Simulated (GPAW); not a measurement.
# W2CS2 MXene monolayer: work function by functional and basis, part 2 of 2

Wanted: work functions and dipole of W2CS2 MXene monolayer, with the cost of each level.

GPAW 26.7.0; GPAW, PAW setups; layer in a repeated cell with vacuum, relaxation of atoms and in-plane cell (the session's first sound run).

So far, upper work function (eV): step 3 (plane waves, PBE) 5.09; step 4 (revPBE) 4.99; step 5 (LDA) 5.35; step 6 (GPAW, PAW setups) 5.35.

### Step 7. Self-consistent run: xc = "RPBE"

The same geometry under RPBE, to see how far the functional moves the levels against the vacuum.

The input, run.py:

```python
import json
import numpy as np
from ase import Atoms
from gpaw import GPAW, PW

slab = Atoms(
    ['S', 'W', 'C', 'W', 'S'],
    positions=[
        [-0.00000, 1.88845, 7.00000],
        [1.63544, 0.94422, 8.61686],
        [-0.00000, -0.00000, 9.68318],
        [-0.00000, 1.88845, 10.74951],
        [1.63544, 0.94422, 12.36636]],
    cell=[[3.27088, -0.0, 0.0], [-1.63544, 2.83266, 0.0], [0.0, 0.0, 19.3664]],
    pbc=[True, True, False])

slab.calc = GPAW(mode=PW(500), xc='RPBE', kpts={'size': (12, 12, 1), 'gamma': True},
                 occupations={'name': 'fermi-dirac', 'width': 0.05}, nbands='160%',
                 convergence={'density': 1e-05}, maxiter=200,
                 poissonsolver={'dipolelayer': 'xy'},
                 symmetry={'tolerance': 1e-3}, txt='slab.txt')
result = {}
energy = slab.get_potential_energy()
fermi = slab.calc.get_fermi_level()
v = slab.calc.get_electrostatic_potential().mean((0, 1)) - fermi
n = slab.calc.get_pseudo_density().mean((0, 1))
L = slab.cell[2, 2]
z = np.arange(len(v)) * L / len(v)
low, high = slab.positions[:, 2].min(), slab.positions[:, 2].max()
below, above = np.interp([low - 4.8, high + 4.8], z, v)
slopes = [np.interp(x, z, np.gradient(v, z)) for x in (low - 4.8, high + 4.8)]
eps = np.array([[slab.calc.get_eigenvalues(k, s) for k in range(len(slab.calc.get_ibz_k_points()))]
                for s in range(slab.calc.get_number_of_spins())]) - fermi
top, bottom = eps[eps < 0].max(), eps[eps > 0].min()
dipole = slab.get_dipole_moment()[2]
print(f'energy {energy:.4f} eV, Fermi level {fermi:.4f} eV, dipole {dipole:.5f} e A')
print(f'potential 4.8 A off the faces, from the Fermi level: lower {below:.4f} eV, upper {above:.4f} eV')
print(f'slope of the potential there: lower {slopes[0]:.5f}, upper {slopes[1]:.5f} eV/A')
print(f'nearest levels on the mesh: {top:.4f} and {bottom:.4f} eV')
print('magnetic moment', round(slab.get_magnetic_moment(), 3))
result.update(energy=energy, fermi=fermi, dipole=dipole, below=below, above=above, slopes=slopes, edges=[top, bottom],
              z=z.tolist(), v=v.tolist(), n=n.tolist(), positions=slab.positions.tolist(),
              forces=slab.get_forces(apply_constraint=False).tolist(), moments=slab.get_magnetic_moments().tolist())
json.dump(result, open('result.json', 'w'))
```

Started as:

```sh
> OMP_NUM_THREADS=1 OPENBLAS_NUM_THREADS=1 python run.py
```

It took 41 s on 1 thread of AMD EPYC 9R14 (Zen 4), shared host; peak memory 0.26 GiB.

Numbers from this step:

* dipole along the normal: -4.98e-4 e·Å
* levels nearest the Fermi level on the mesh: -0.09531, 0.04522 eV from the Fermi level
* upper work function: 4.992 eV
* lower work function: 4.982 eV

The upper face's work function is 4.992 eV, against 5.089 eV in the first plane-wave PBE run at this geometry.

### Step 8. Self-consistent run: xc = "vdW-DF2"

The same geometry under vdW-DF2, to see how far the functional moves the levels against the vacuum (the van der Waals functionals take revPBE setups).

run.py, as its differences from that of step 7:

```diff
@@ -16,3 +16,3 @@
 
-slab.calc = GPAW(mode=PW(500), xc='RPBE', kpts={'size': (12, 12, 1), 'gamma': True},
+slab.calc = GPAW(mode=PW(500), xc='vdW-DF2', kpts={'size': (12, 12, 1), 'gamma': True},
                  occupations={'name': 'fermi-dirac', 'width': 0.05}, nbands='160%',
```

The job ended after 53 s (1 thread; peak memory 0.42 GiB).

Numbers from this step:

```yaml
dipole_along_the_normal: -4.97e-4 e·Å
levels_nearest_the_fermi_level_on_the_mesh: -0.08397, 0.03818 eV from the Fermi level
upper_work_function: 5.513 eV
lower_work_function: 5.502 eV
```

Electrostatic potential energy of an electron (without an applied field's), less the Fermi level, planar mean against z:

z (Å), electrostatic potential energy of an electron (without an applied field's), less the Fermi level, planar mean (eV) and a bar from the least value:
```
      0.0        5.5 ##############################
      0.5        5.5 ##############################
      1.0        5.5 ##############################
      1.5        5.5 ##############################
      2.0        5.5 ##############################
      2.5        5.5 ##############################
      3.0        5.5 ##############################
      3.5        5.5 ##############################
      4.0        5.5 ##############################
      4.5        5.5 ##############################
      5.0        5.4 ##############################
      5.5        5.0 #############################
      6.0        3.3 ############################
      6.5       -4.1 ####################
      7.0      -17.8 #####
      7.5       -7.6 ################
      8.0       -9.9 ##############
      8.5      -22.8 
      9.0      -17.4 ######
      9.5      -13.2 ##########
     10.0      -12.4 ###########
     10.5      -20.6 ##
     11.0      -20.0 ###
     11.5       -7.4 ################
     12.0      -10.3 #############
     12.5      -15.9 #######
     13.0       -1.1 #######################
     13.5        4.0 ############################
     14.0        5.2 ##############################
     14.5        5.4 ##############################
     15.0        5.5 ##############################
     15.5        5.5 ##############################
     16.0        5.5 ##############################
     16.5        5.5 ##############################
     17.0        5.5 ##############################
     17.5        5.5 ##############################
     18.0        5.5 ##############################
     18.5        5.5 ##############################
     19.0        5.5 ##############################
```

The upper face's work function is 5.513 eV, against 5.089 eV in the first plane-wave PBE run at this geometry.

### Step 9. Real-space grid: mode = "fd"

A real-space grid is a second complete basis, so it checks the plane-wave result.

run.py, as its differences from that of step 8:

```diff
@@ -3,3 +3,3 @@
 from ase import Atoms
-from gpaw import GPAW, PW
+from gpaw import GPAW
 
@@ -16,3 +16,3 @@
 
-slab.calc = GPAW(mode=PW(500), xc='vdW-DF2', kpts={'size': (12, 12, 1), 'gamma': True},
+slab.calc = GPAW(mode='fd', h=0.18, xc='PBE', kpts={'size': (12, 12, 1), 'gamma': True},
                  occupations={'name': 'fermi-dirac', 'width': 0.05}, nbands='160%',
```

The job ended after 1.9 min (1 thread; peak memory 0.64 GiB).

This step gave:

```yaml
dipole_along_the_normal: -5.44e-4 e·Å
levels_nearest_the_fermi_level_on_the_mesh: -0.09255, 0.04619 eV from the Fermi level
upper_work_function: 5.089 eV
lower_work_function: 5.078 eV
```

The upper face's work function is 5.089 eV, against 5.089 eV in the first plane-wave PBE run at this geometry.

### Step 10. Atomic orbitals: mode = "lcao"

Atom-centred orbitals end a few angstrom from the surface, which tests how much the density's tail matters.

run.py, as its differences from that of step 9:

```diff
@@ -16,4 +16,4 @@
 
-slab.calc = GPAW(mode='fd', h=0.18, xc='PBE', kpts={'size': (12, 12, 1), 'gamma': True},
-                 occupations={'name': 'fermi-dirac', 'width': 0.05}, nbands='160%',
+slab.calc = GPAW(mode='lcao', basis='dzp', h=0.18, xc='PBE', kpts={'size': (12, 12, 1), 'gamma': True},
+                 occupations={'name': 'fermi-dirac', 'width': 0.05}, nbands='120%',
                  convergence={'density': 1e-05}, maxiter=200,
```

It took 3.5 min on 1 thread; peak memory 0.31 GiB.

Numbers from this step:

```
levels nearest the Fermi level on the mesh : -0.03999, 0.03642 eV from the Fermi level
upper work function                        : 5.102 eV
lower work function                        : 5.091 eV
```

Electrostatic potential energy of an electron (without an applied field's), less the Fermi level, planar mean against z:

```
z (Å)  electrostatic potential energy of an electron (without an applied field's), less the Fermi level, planar mean (eV)
  0.0                                                                                                                5.10
  0.5                                                                                                                5.09
  1.0                                                                                                                5.09
  1.5                                                                                                                5.09
  2.0                                                                                                                5.09
  2.5                                                                                                                5.09
  3.0                                                                                                                5.09
  3.5                                                                                                                5.09
  4.0                                                                                                                5.09
  4.5                                                                                                                5.08
  5.0                                                                                                                5.03
  5.5                                                                                                                4.72
  6.0                                                                                                                3.09
  6.5                                                                                                               -4.26
  7.0                                                                                                               -18.0
  7.5                                                                                                               -7.60
  8.0                                                                                                               -9.75
  8.5                                                                                                               -22.6
  9.0                                                                                                               -17.4
  9.5                                                                                                               -13.4
 10.0                                                                                                               -12.5
 10.5                                                                                                               -20.5
 11.0                                                                                                               -19.8
 11.5                                                                                                               -7.34
 12.0                                                                                                               -10.3
 12.5                                                                                                               -15.9
 13.0                                                                                                               -1.20
 13.5                                                                                                                3.80
 14.0                                                                                                                4.87
 14.5                                                                                                                5.07
 15.0                                                                                                                5.10
 15.5                                                                                                                5.10
 16.0                                                                                                                5.10
 16.5                                                                                                                5.10
 17.0                                                                                                                5.10
 17.5                                                                                                                5.10
 18.0                                                                                                                5.10
 18.5                                                                                                                5.10
 19.0                                                                                                                5.10
```

The upper face's work function is 5.102 eV, against 5.089 eV in the first plane-wave PBE run at this geometry.

### Step 11. Cost and result by level

Times are for 1 thread of AMD EPYC 9R14 (Zen 4), shared host. Results by setting:

```
no.         run  upper work function (eV)  lower work function (eV)     time  memory (GiB)
  1          pw                     5.089                     5.078     41 s          0.26
  2      revPBE                     4.990                     4.979     41 s          0.26
  3         LDA                     5.345                     5.334     41 s          0.26
  4  optPBE vdW                     5.348                     5.337     50 s          0.42
  5        RPBE                     4.992                     4.982     41 s          0.26
  6     vdW DF2                     5.513                     5.502     53 s          0.42
  7          fd                     5.089                     5.078  1.9 min          0.64
  8        lcao                     5.102                     5.091  3.5 min          0.31
```

### Step 12. Side by side

Results and costs are gathered.

This step: comparison of work functions, dipole and cost (GPAW 26.7.0).

Ladder, by row:

```
      step  code  work function, upper (eV)  work function, lower (eV)  dipole (e Å)  wall time (s)  peak memory (GiB)  threads
        pw  GPAW                      5.089                      5.078      -4.98e-4          40.91               0.26        1
    revPBE  GPAW                       4.99                      4.979      -4.98e-4          40.59               0.26        1
       LDA  GPAW                      5.345                      5.334      -4.97e-4          40.99               0.26        1
optPBE-vdW  GPAW                      5.348                      5.337      -4.97e-4          50.44               0.42        1
      RPBE  GPAW                      4.992                      4.982      -4.98e-4          41.16               0.26        1
   vdW-DF2  GPAW                      5.513                      5.502      -4.97e-4          52.97               0.42        1
        fd  GPAW                      5.089                      5.078      -5.44e-4          112.5               0.64        1
      lcao  GPAW                      5.102                      5.091      -5.44e-4          208.9               0.31        1
```

### Step 13. A changed run

One more run, with changed settings.

This step: GPAW, PAW setups; slab in vacuum (GPAW 26.7.0).

run.py, as its differences from that of step 10:

```diff
@@ -3,3 +3,3 @@
 from ase import Atoms
-from gpaw import GPAW
+from gpaw import GPAW, PW
 
@@ -16,5 +16,5 @@
 
-slab.calc = GPAW(mode='lcao', basis='dzp', h=0.18, xc='PBE', kpts={'size': (12, 12, 1), 'gamma': True},
-                 occupations={'name': 'fermi-dirac', 'width': 0.05}, nbands='120%',
-                 convergence={'density': 1e-05}, maxiter=200,
+slab.calc = GPAW(mode=PW(500), xc='PBE', kpts={'size': (12, 12, 1), 'gamma': True},
+                 occupations={'name': 'fermi-dirac', 'width': 0.05}, nbands='160%',
+                 convergence={'density': 1e-05}, maxiter=50,
                  poissonsolver={'dipolelayer': 'xy'},
@@ -29,4 +29,4 @@
 low, high = slab.positions[:, 2].min(), slab.positions[:, 2].max()
-below, above = np.interp([low - 4.8, high + 4.8], z, v)
-slopes = [np.interp(x, z, np.gradient(v, z)) for x in (low - 4.8, high + 4.8)]
+below, above = np.interp([low - 1.0, high + 1.0], z, v)
+slopes = [np.interp(x, z, np.gradient(v, z)) for x in (low - 1.0, high + 1.0)]
 eps = np.array([[slab.calc.get_eigenvalues(k, s) for k in range(len(slab.calc.get_ibz_k_points()))]
@@ -36,3 +36,3 @@
 print(f'energy {energy:.4f} eV, Fermi level {fermi:.4f} eV, dipole {dipole:.5f} e A')
-print(f'potential 4.8 A off the faces, from the Fermi level: lower {below:.4f} eV, upper {above:.4f} eV')
+print(f'potential 1.0 A off the faces, from the Fermi level: lower {below:.4f} eV, upper {above:.4f} eV')
 print(f'slope of the potential there: lower {slopes[0]:.5f}, upper {slopes[1]:.5f} eV/A')
```

Run time: 41 s. Hardware: 1 thread; peak memory 0.25 GiB.

The run finished. A setting was moved off its sound value on purpose, so it serves as a test and not as the result.

The fault put into the input: the potential probed 1 A off the face (probe = 1.0).

### Step 14. Outcome

| Item | Value |
| --- | --- |
| work function, upper and lower face | 5.089 and 5.078 eV |
| dipole along the normal | -5.0e-4 e Å |

What this shows: With plane waves and PBE the work function is 5.09 eV on the upper face and 5.08 eV on the lower. Over the sound runs of the table the upper face's work function spans 4.990 (revPBE) to 5.513 eV (vdW-DF2). The starting lattice was a guess from atomic radii; the relaxation moved it by 5 %. The small printed dipole stands for a step of 9.7 meV from the lower to the upper face, and the probes find 11 meV; values this small are near the numerical noise of both. The layer's cell and atoms come from the relaxation; spin-orbit coupling and temperature are left out.

[Logs are printed without paths, hosts, clocks, repeated set-up lines and the standing remarks that a program may print on its own settings, such as how far it seeks lower states.]

[Hosts, paths, dates, database ids (printed as entryN), source tags and the programs' standing remarks are cut or masked in the printed files.]
